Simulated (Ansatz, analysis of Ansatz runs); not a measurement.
## Does the charge change how S moves in Y4S3N2 (C2/m)?

Aim: compare the barrier of one jump in Y4S3N2 (C2/m) across charge states. The case: V_S hop (3.9 Å), in a cell of 54 host atoms with 1 S taken out.

Method: migration barriers of one hop by charge state from climbing-image bands, PBEsol; no image-charge correction, which largely cancels along a path, in analysis of Ansatz runs 0.2.0.

### Step 1. The structure

The cell holds 53 atoms: 24 Y, 17 S and 12 N. Cell: a = 12.778 Å, b = 11.374 Å, c = 9.763 Å, α = 90.0°, β = 128.5°, γ = 90.0°. It derives from Y4S3N2 (space group C2/m). Nearest the centre at fractional (0.250, 0.583, 1.000): S46 at 1.93 Å, Y25 at 2.09 Å, Y40 at 2.09 Å, S29 at 3.30 Å, S48 at 3.30 Å, S44 at 3.33 Å, S28 at 3.33 Å, Y42 at 3.40 Å.

As a file:

```xyz
53
Lattice="12.7781 0.0000 -0.0248 0.0000 11.3745 0.0000 -6.0606 0.0000 7.6537" Properties=species:S:1:pos:R:3 pbc="T T T"
Y    -0.6153    1.8957    4.9602
Y     5.7738    0.0000    4.9478
Y     0.9438    0.0000    2.6811
Y     7.3328    1.8957    2.6687
Y     4.6955    0.0000    1.0893
Y    11.0845    1.8957    1.0769
Y    -4.3670    1.8957    6.5520
Y     2.0220    0.0000    6.5396
S     0.0000    0.0000    0.0000
S     6.3891    1.8957   -0.0124
S    -2.5264    0.0000    5.9982
S     3.8626    1.8957    5.9858
S     2.8549    1.8957    1.6431
S     9.2440    0.0000    1.6307
N    -0.3467    1.8957    2.7567
N     6.0423    0.0000    2.7443
N     0.6752    0.0000    4.8846
N     7.0643    1.8957    4.8722
Y    -0.6153    5.6872    4.9602
Y     5.7738    3.7915    4.9478
Y     0.9438    3.7915    2.6811
Y     7.3328    5.6872    2.6687
Y     4.6955    3.7915    1.0893
Y    11.0845    5.6872    1.0769
Y    -4.3670    5.6872    6.5520
Y     2.0220    3.7915    6.5396
S     0.0000    3.7915    0.0000
S     6.3891    5.6872   -0.0124
S    -2.5264    3.7915    5.9982
S     3.8626    5.6872    5.9858
S     9.2440    3.7915    1.6307
N    -0.3467    5.6872    2.7567
N     6.0423    3.7915    2.7443
N     0.6752    3.7915    4.8846
N     7.0643    5.6872    4.8722
Y    -0.6153    9.4787    4.9602
Y     5.7738    7.5830    4.9478
Y     0.9438    7.5830    2.6811
Y     7.3328    9.4787    2.6687
Y     4.6955    7.5830    1.0893
Y    11.0845    9.4787    1.0769
Y    -4.3670    9.4787    6.5520
Y     2.0220    7.5830    6.5396
S     0.0000    7.5830    0.0000
S     6.3891    9.4787   -0.0124
S    -2.5264    7.5830    5.9982
S     3.8626    9.4787    5.9858
S     2.8549    9.4787    1.6431
S     9.2440    7.5830    1.6307
N    -0.3467    9.4787    2.7567
N     6.0423    7.5830    2.7443
N     0.6752    7.5830    4.8846
N     7.0643    9.4787    4.8722
```

The cell's shortest repeat is 9.8 Å.

### Step 2. The bands

Climbing-image bands with Ansatz at one point at (¼, ¼, ¼), on 1 × NVIDIA GB200 with 32 threads of Arm Neoverse V2, shared host:

| charge | moment (μB) | images | iterations | energies along the band (eV) | time |
| --- | --- | --- | --- | --- | --- |
| +2 | 0 | 5 | 8 | 0.00, 0.35, 1.11, 1.55, 1.10, 0.35, 0.00 | 13 s |
| 0 | 0 | 5 | 9 | 0.00, 0.58, 1.76, 2.30, 1.76, 0.58, 0.00 | 16 s |

### Step 3. Barriers and rates

Arrhenius rates with an assumed prefactor of 1e13 per second. Hop rate against temperature:

```csv
temperature (K),charge +2 (1/s),charge +0 (1/s)
200,7.7e-27,1.3e-45
300,8.4e-14,2.6e-26
400,2.8e-7,1.1e-16
600,0.915,5.1e-7
800,1663,0.0338
1000,1.5e5,26.5
```

### Step 4. What came out

* barrier at charge plus 2: 1.55 eV
* barrier at charge 0: 2.30 eV

**Reading.** The barrier is lowest at charge +2 (1.55 eV) and highest at 0 (2.30 eV). No image-charge correction is applied. The order of the top as a saddle was not checked for all atoms, so a bent path could be lower. Keep in mind: one k-point off the zone centre stands for the whole zone.

[Logs are printed without paths, hosts, clocks, repeated set-up lines and the standing remarks that a program may print on its own settings, such as how far it seeks lower states.]

[Hosts, paths, dates, database ids (printed as entryN), source tags and the programs' standing remarks are cut or masked in the printed files.]
